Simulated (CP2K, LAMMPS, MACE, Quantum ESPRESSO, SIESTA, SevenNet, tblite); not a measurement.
# Bulk modulus two ways: amorphous Ge (65 atoms), CP2K double zeta, PBE

The cell holds 65 atoms (65 Ge). Recipe: 65 atoms (65 Ge) placed at random at 5.01 g/cm³, melted at 3500 K for 10 ps at fixed volume with the Tersoff potential (Tersoff, Phys. Rev. B 39, 5566 (1989)). Quenched from 3500 K to 700 K at 5 K/ps and fixed volume, held 5 ps, then minimised at fixed cell. Then the atoms were relaxed with MACE MP-0b3 medium in the fixed cell.

Calculated with CP2K 2026.2: PBE; DZVP-MOLOPT-SR, GTH-PBE potentials, 350 Ry; k-points Γ. The cell is scaled evenly by ±3 % in volume, and MACE MP-0b3 medium relaxes the atoms at each volume before the single point.

```
volume (Å³/atom)  energy less the middle row's (meV/atom)  pressure (GPa)
          23.369                                   10.029           3.385
          24.092                                    0.000           1.693
          24.815                                   -4.825           0.233
```

Task: Find the bulk modulus at the middle volume from the pressures and from the energies, and check the printed pressure against the slope of the energy (1 meV/Å³ = 0.16022 GPa).

**Working.**

The step is h = 0.7228 Å³. From pressures: B = −V dP/dV = 24.092 × (3.385 − (0.233)) / (2 × 0.7228) = 52.5 GPa.

From energies: B = V d²E/dV² = 24.092 × (10.029 + (-4.825)) / 0.7228² = 240.0 meV/Å³ = 38.5 GPa.

Slope: P = −dE/dV = −(-4.825 − (10.029)) / (2 × 0.7228) = 10.3 meV/Å³ = 1.65 GPa, against 1.69 GPa printed.

The modulus from energies lies 27 % under that from pressures.

A central difference over ±3 % overstates P by about B(1 + B′)(0.03)²/6, some 0.04 GPa for B′ = 4. The atoms follow MACE MP-0b3 medium, so this level's forces do work along the path, which enters the energies but not the printed pressures.

Limits: three points, a static cell at zero temperature, the cell shape held; the modulus is that at 1.7 GPa, not at zero pressure.

[Logs are printed without paths, hosts, clocks, repeated set-up lines and the standing remarks that a program may print on its own settings, such as how far it seeks lower states.]

[Hosts, paths, dates, database ids (printed as entryN), source tags and the programs' standing remarks are cut or masked in the printed files.]
